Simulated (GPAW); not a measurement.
**Does bcc Fe13Ni3 carry moments in GPAW?**

Wanted: the moments of bcc Fe13Ni3 and the energy gained by spin polarisation.

Method: PBE; plane waves with GPAW's PAW setups, scalar-relativistic, in GPAW 26.7.0.

## Step 1: Starting point

The structure is tetragonal, space group P4/mmm (No. 123). The conventional cell has a = 5.711 Å, b = 5.711 Å, c = 5.711 Å, α = 90.00°, β = 90.00°, γ = 90.00°. Ni has 8 Fe at 2.47 Å nearest. Fe has 5 Fe at 2.47 Å and 3 Ni at 2.47 Å nearest. Nearest to Ni lie 8 Fe at 2.47 Å. Fe has 8 Fe at 2.47 Å nearest. Nearest to Fe lie 8 Fe at 2.47 Å. Nearest to Fe lie 8 Fe at 2.47 Å. Farther neighbours, and contacts between anions beyond the nearest, are not listed.

The cell is a made-up one and need not be a known phase.

## Step 2: Run 1 (ferro ++++++++++++++++)

The parallel start comes first: it fits the smallest cell, keeps the most symmetry and shows whether parallel moments form.

The input, order1.py:

```python
import json
import numpy as np
from ase import Atoms
from ase.parallel import paropen, parprint
from gpaw import GPAW

atoms = Atoms(['Ni', 'Fe', 'Ni', 'Fe', 'Fe', 'Fe', 'Fe', 'Fe', 'Fe', 'Fe', 'Fe', 'Fe', 'Fe', 'Fe', 'Ni', 'Fe'],
    cell=[[5.711, 0.0, 0.0],
         [0.0, 5.711, 0.0],
         [0.0, 0.0, 5.711]],
    scaled_positions=[[0.0, 0.0, 0.0],
         [0.25, 0.25, 0.25],
         [0.0, 0.0, 0.5],
         [0.25, 0.25, 0.75],
         [0.0, 0.5, 0.0],
         [0.25, 0.75, 0.25],
         [0.0, 0.5, 0.5],
         [0.25, 0.75, 0.75],
         [0.5, 0.0, 0.0],
         [0.75, 0.25, 0.25],
         [0.5, 0.0, 0.5],
         [0.75, 0.25, 0.75],
         [0.5, 0.5, 0.0],
         [0.75, 0.75, 0.25],
         [0.5, 0.5, 0.5],
         [0.75, 0.75, 0.75]],
    pbc=True,
    magmoms=[0.8, 2.4, 0.8, 2.4, 2.4, 2.4, 2.4, 2.4, 2.4, 2.4, 2.4, 2.4, 2.4, 2.4, 0.8, 2.4])
atoms.calc = GPAW(mode={'name': 'pw', 'ecut': 450},
    xc='PBE',
    kpts={'size': (7, 7, 7), 'gamma': True},
    occupations={'name': 'fermi-dirac', 'width': 0.05},
    convergence={'density': 1e-05, 'energy': 1e-05},
    maxiter=200,
    mixer={'name': 'pulay', 'beta': 0.04, 'nmaxold': 8, 'weight': 100},
    symmetry={'tolerance': 1e-4},
    txt='order1.txt')
e = atoms.get_potential_energy(force_consistent=True)
res = {'free_energy': e, 'energy_sigma0': atoms.get_potential_energy(), 'fermi_energy': atoms.calc.get_fermi_level()}
res['moments'] = atoms.get_magnetic_moments().tolist()
res['total'] = atoms.get_magnetic_moment()
parprint('site moments (muB):', np.round(res['moments'], 3))
parprint(f"total moment: {res['total']:.3f} muB")
parprint(f'free energy: {e:.6f} eV')
atoms.calc.write('order1.gpw')
with paropen('results.json', 'w') as f:
    json.dump(res, f)
```

Started as:

```
> OMP_NUM_THREADS=1 mpirun -n 4 gpaw python order1.py > order1.log
```

Standard output:

```text
site moments (muB): [0.897 2.654 0.916 2.654 2.413 2.654 2.378 2.654 2.413 2.654 2.378 2.654
 2.419 2.654 0.931 2.654]
total moment: 35.583 muB
free energy: -138.514212 eV

--- order1.txt ---
Input parameters:
  mode=PW(ecut=450),
  convergence={'density': 1e-05, 'energy': 1e-05},
  kpts=MonkhorstPack(size=(7, 7, 7), gamma=True),
  maxiter=200,
  mixer=Pulay(name='pulay', nmaxold=8, beta=0.04, weight=100, sigma=0.015, g_ss=None),
  occupations=Occupations(name='fermi-dirac', width=0.05),
  symmetry=Symmetry(tolerance=0.0001),
  xc=XC(name='PBE')

Diagonalizing LCAO Hamiltonian
Converting LCAO to pw mode
     .-------------.
    /|             |
   / |             |
  /  |  Fe     Fe  |
 *   |             |
 |   |Fe     Fe    |
 | Fe|  FeNi   Fe  |
 |   .-------------.
 Ni / FeFe   Fe   /
 | Fe     Fe     /
 |/             /
 Ni-----Fe-----*

Atoms  # Å, Bohr magnetons
|    | symbol |        x |        y |        z |    initial magnetic moments |
|----|--------|----------|----------|----------|-----------------------------|
|  0 |     Ni | 0.000000 | 0.000000 | 0.000000 | ( 0.0000,  0.0000,  0.8000) |
|  1 |     Fe | 1.427750 | 1.427750 | 1.427750 | ( 0.0000,  0.0000,  2.4000) |
|  2 |     Ni | 0.000000 | 0.000000 | 2.855500 | ( 0.0000,  0.0000,  0.8000) |
|  3 |     Fe | 1.427750 | 1.427750 | 4.283250 | ( 0.0000,  0.0000,  2.4000) |
|  4 |     Fe | 0.000000 | 2.855500 | 0.000000 | ( 0.0000,  0.0000,  2.4000) |
|  5 |     Fe | 1.427750 | 4.283250 | 1.427750 | ( 0.0000,  0.0000,  2.4000) |
|  6 |     Fe | 0.000000 | 2.855500 | 2.855500 | ( 0.0000,  0.0000,  2.4000) |
|  7 |     Fe | 1.427750 | 4.283250 | 4.283250 | ( 0.0000,  0.0000,  2.4000) |
|  8 |     Fe | 2.855500 | 0.000000 | 0.000000 | ( 0.0000,  0.0000,  2.4000) |
|  9 |     Fe | 4.283250 | 1.427750 | 1.427750 | ( 0.0000,  0.0000,  2.4000) |
| 10 |     Fe | 2.855500 | 0.000000 | 2.855500 | ( 0.0000,  0.0000,  2.4000) |
| 11 |     Fe | 4.283250 | 1.427750 | 4.283250 | ( 0.0000,  0.0000,  2.4000) |
| 12 |     Fe | 2.855500 | 2.855500 | 0.000000 | ( 0.0000,  0.0000,  2.4000) |
| 13 |     Fe | 4.283250 | 4.283250 | 1.427750 | ( 0.0000,  0.0000,  2.4000) |
| 14 |     Ni | 2.855500 | 2.855500 | 2.855500 | ( 0.0000,  0.0000,  0.8000) |
| 15 |     Fe | 4.283250 | 4.283250 | 4.283250 | ( 0.0000,  0.0000,  2.4000) |

Unit cell  # Å
| periodic |        x |        y |        z |  lengths |    angles |
|----------|----------|----------|----------|----------|-----------|
|      yes | 5.711000 | 0.000000 | 0.000000 | 5.711000 | 90.000000 |
|      yes | 0.000000 | 5.711000 | 0.000000 | 5.711000 | 90.000000 |
|      yes | 0.000000 | 0.000000 | 5.711000 | 5.711000 | 90.000000 |

Number of symmetries: 16

BZ-sampling:
  Number of BZ points: 343
  Number of IBZ points: 40

  Monkhorst-Pack size: [7, 7, 7]
  Monkhorst-Pack shift: [0, 0, 0]

K-points  # in reciprocal-cell coordinates
|     |                                coordinates |     weight |
|-----|--------------------------------------------|------------|
|   0 | (  0.00000000,   0.00000000,   0.00000000) | 0.00291545 |
|   1 | (  0.00000000,   0.00000000,   0.14285714) | 0.00583090 |
|   2 | (  0.00000000,   0.00000000,   0.28571429) | 0.00583090 |
|   3 | (  0.00000000,   0.00000000,   0.42857143) | 0.00583090 |
|   4 | (  0.14285714,   0.00000000,   0.00000000) | 0.01166181 |
|   5 | (  0.14285714,   0.00000000,   0.14285714) | 0.02332362 |
|   6 | (  0.14285714,   0.00000000,   0.28571429) | 0.02332362 |
|   7 | (  0.14285714,   0.00000000,   0.42857143) | 0.02332362 |
|   8 | (  0.14285714,   0.14285714,   0.00000000) | 0.01166181 |
|   9 | (  0.14285714,   0.14285714,   0.14285714) | 0.02332362 |
| ... |                                            |            |
|  39 | (  0.42857143,   0.42857143,   0.42857143) | 0.02332362 |

Plane wave coefficients: 4055
Cutoff: 450.000000 eV

Spin-components: 2 (collinear spins)
Bands:           116
Projectors:      96
Spin-degeneracy: 1
Datatype:        complex128

Parallelization:
  kpt:    4
  domain: 1
  band:   1

Density:
  Valence electrons: 152.0
  Components: 2
  Grid points: [28 28 28]
  Charge: 0.0  # |e|

Potential:
  Grid points: [28 28 28]

species:
  Ni:
    name:    Nickel
    Z:       28.0
    valence: 16
    core:    12
    charge:  0.0  # [|e|]
    compensation charges:
      type: gauss
      rc: 0.36  # [Å]
      lmax: 2
    cutoffs:
      filter: 2.14  # [Å]
      core: 1.98  # [Å]
    projectors
    | kind |    occ | energy [eV] | rcut [Å] |
    |------|--------|-------------|----------|
    |   4s |  2.000 |      -5.642 |    1.164 |
    |   3p |  6.000 |     -71.394 |    1.207 |
    |   4p |  0.000 |      -1.226 |    1.207 |
    |   3d |  8.000 |      -8.875 |    1.138 |
    |    s |        |      21.570 |    1.164 |
    |    d |        |      18.337 |    1.138 |

    Using partial waves for Ni as LCAO basis

  Fe:
    name:    Iron
    Z:       26.0
    valence: 8
    core:    18
    charge:  0.0  # [|e|]
    compensation charges:
      type: gauss
      rc: 0.33  # [Å]
      lmax: 2
    cutoffs:
      filter: 2.06  # [Å]
      core: 2.67  # [Å]
    projectors
    | kind |    occ | energy [eV] | rcut [Å] |
    |------|--------|-------------|----------|
    |   4s |  2.000 |      -5.291 |    1.164 |
    |   4p |  0.000 |      -1.326 |    1.058 |
    |   3d |  6.000 |      -7.505 |    1.058 |
    |    s |        |      21.920 |    1.164 |
    |    p |        |      25.885 |    1.058 |
    |    d |        |      19.706 |    1.058 |

    Using partial waves for Fe as LCAO basis

Reference energy: -574156.905141  # eV

eigensolver:
  PPCG
  Converge bands: occupied
  niter=2

density mixing:
  Pulay-Mixer
  Linear mixing parameters: 0.04
  Old densities: 8
  Fourier metric: weight=100, sigma=0.015

occupation numbers:
  Fermi-Dirac:
    width: 0.0500  # eV

poisson solver:
  ecut: 3600.000000  # eV

xc functional:
  name: PBE with 2 nearest neighbor stencil

convergence criteria:
- Maximum integral of absolute [dens]ity change: 1e-05 electrons / valence electron
- Maximum [total energy] change in last 3 cyles: 1e-05 eV / valence electron
- Maximum integral of absolute [eigenst]ate change: 4e-08 eV^2 / valence electron
maximum number of iterations: 200

SCF iterations
|iter     |      energy | eigst |  dens |  magmom |
|---------|-------------|-------|-------|---------|
|iter:   1|       0s | -136.413082 | +0.61 |       | +33.6553|
|iter:   2|      36s | -136.425452 | -0.73 | -1.10 | +33.6376|
|iter:   3|      72s | -136.495941 | -1.38 | -1.17 | +33.6445|
|iter:   4|     108s | -136.751553 | -1.82 | -1.20 | +33.6956|
|iter:   5|     144s | -136.895259 | -2.24 | -1.28 | +33.7281|
|iter:   6|     183s | -137.140131 | -2.69 | -1.30 | +33.8050|
|iter:   7|     223s | -138.228198 | -1.73 | -1.33 | +34.3654|
|iter:   8|     259s | -138.295039 | -2.51 | -1.70 | +34.4344|
|iter:   9|     300s | -138.415322 | -2.42 | -1.77 | +34.7739|
|iter:  10|     338s | -138.426186 | -3.02 | -2.06 | +34.9200|
[... 15 iterations left out ...]
|iter:  26|     901s | -138.450661c| -7.39 | -4.19 | +35.5755|
|iter:  27|     919s | -138.450672c| -7.52c| -4.31 | +35.5779|
|iter:  28|     936s | -138.450681c| -7.79c| -4.39 | +35.5799|
|iter:  29|     952s | -138.450687c| -7.60c| -4.40 | +35.5817|
|iter:  30|     969s | -138.450689c| -7.91c| -4.51 | +35.5824|
|iter:  31|     986s | -138.450689c| -7.77c| -4.56 | +35.5828|
|iter:  32|    1004s | -138.450690c| -8.05c| -4.74 | +35.5828|
|iter:  33|    1021s | -138.450688c| -7.99c| -4.79 | +35.5826|
|iter:  34|    1038s | -138.450687c| -8.20c| -5.00 | +35.5827|
|iter:  35|    1056s | -138.450688c| -8.36c| -5.08c| +35.5830|

Converged in 35 steps
Energy contributions relative to reference atoms: (reference = -574156.905141)

Energy contributions:
  Kinetic:         132.167808
  Coulomb:        -108.386319
  Zero:              2.317014
  External:          0.000000
  Xc:             -164.485667
  Entropy:          -0.127048
  Spinorbit:         0.000000
  ----------------------------
  Free energy:    -138.514212
  Extrapolated:   -138.450688

dipole moment: (-51.451403, -51.451403, -53.641087)  # |e|*Ang

Total magnetic moment: (0.000000, 0.000000, 35.582985)

Local magnetic moments
|        x |        y |        z |
|----------|----------|----------|
| 0.000000 | 0.000000 | 0.896866 |  # Ni   0
| 0.000000 | 0.000000 | 2.653931 |  # Fe   1
| 0.000000 | 0.000000 | 0.915726 |  # Ni   2
| 0.000000 | 0.000000 | 2.653931 |  # Fe   3
| 0.000000 | 0.000000 | 2.412722 |  # Fe   4
| 0.000000 | 0.000000 | 2.653931 |  # Fe   5
| 0.000000 | 0.000000 | 2.377816 |  # Fe   6
| 0.000000 | 0.000000 | 2.653931 |  # Fe   7
| 0.000000 | 0.000000 | 2.412722 |  # Fe   8
| 0.000000 | 0.000000 | 2.653931 |  # Fe   9
| 0.000000 | 0.000000 | 2.377816 |  # Fe  10
| 0.000000 | 0.000000 | 2.653931 |  # Fe  11
| 0.000000 | 0.000000 | 2.418831 |  # Fe  12
| 0.000000 | 0.000000 | 2.653931 |  # Fe  13
| 0.000000 | 0.000000 | 0.930826 |  # Ni  14
| 0.000000 | 0.000000 | 2.653931 |  # Fe  15

Fermi level: 9.662
Eigenvalues  # (at kpt = [0.000, 0.000, 0.000])
| band index |      eig [eV] | occ [0-1] |      eig [eV] | occ [0-1] |
|------------|---------------|-----------|---------------|-----------|
|          0 |       -55.093 |     1.000 |       -53.853 |     1.000 |
|        ... |               |           |               |           |
|         68 |         8.326 |     1.000 |        10.338 |     0.000 |
|         69 |         8.326 |     1.000 |        10.338 |     0.000 |
|         70 |         8.340 |     1.000 |        10.603 |     0.000 |
|         71 |         8.349 |     1.000 |        10.631 |     0.000 |
|         72 |         8.349 |     1.000 |        10.676 |     0.000 |
|         73 |         8.376 |     1.000 |        10.819 |     0.000 |
|         74 |         8.398 |     1.000 |        10.819 |     0.000 |
|         75 |         8.411 |     1.000 |        10.838 |     0.000 |
|         76 |         8.433 |     1.000 |        10.866 |     0.000 |
|         77 |         8.434 |     1.000 |        11.092 |     0.000 |
|         78 |         8.522 |     1.000 |        11.336 |     0.000 |
|         79 |         8.530 |     1.000 |        11.389 |     0.000 |
|         80 |         8.686 |     1.000 |        11.473 |     0.000 |
|         81 |         9.089 |     1.000 |        11.473 |     0.000 |
|         82 |         9.089 |     1.000 |        11.473 |     0.000 |
|        ... |               |           |               |           |
|        115 |        19.223 |     0.000 |        19.792 |     0.000 |

No gap
No difference between direct/indirect transitions
```

Run time: 19 min. Hardware: 4 MPI ranks of Intel Xeon at 2.50GHz (Skylake/Cascade Lake), shared host; peak memory 1.7 GiB.

Spin moment in the augmentation sphere by atom:

| atom | spin moment in the augmentation sphere (μB) |
| --- | --- |
| Ni1 | 0.90 |
| Fe2 | 2.65 |
| Ni3 | 0.92 |
| Fe4 | 2.65 |
| Fe5 | 2.41 |
| Fe6 | 2.65 |
| Fe7 | 2.38 |
| Fe8 | 2.65 |
| Fe9 | 2.41 |
| Fe10 | 2.65 |
| Fe11 | 2.38 |
| Fe12 | 2.65 |
| Fe13 | 2.42 |
| Fe14 | 2.65 |
| Ni15 | 0.93 |
| Fe16 | 2.65 |

Numbers from this step:

```yaml
magnetization: 35.58 μB
final_state: ferromagnetic
```

After 35 cycles the largest moment stands at 2.65 μB.

(Part 1 of 2 ends here.)

[Long decimals in the printed logs are rounded to 6 places.]

[Logs and program files are shortened in this print: banners, set-up blocks, solver, clock and traceback lines can be left out without a mark of their own.]

[Logs are printed without paths, hosts, clocks, repeated set-up lines and the standing remarks that a program may print on its own settings, such as how far it seeks lower states.]

[Hosts, paths, dates, database ids (printed as entryN), source tags and the programs' standing remarks are cut or masked in the printed files.]

[Where the starting crystal was built by hand or by swapping elements, it need not be the compound's stable phase.]

[Where a cell is said to come from a database of computed structures, the database is the Materials Project.]

[Runs that the program refused, that were killed for memory or that had too few empty states are not shown or counted.]

[Lattice constants of own cells that a recipe calls measured were typed without a cited source.]
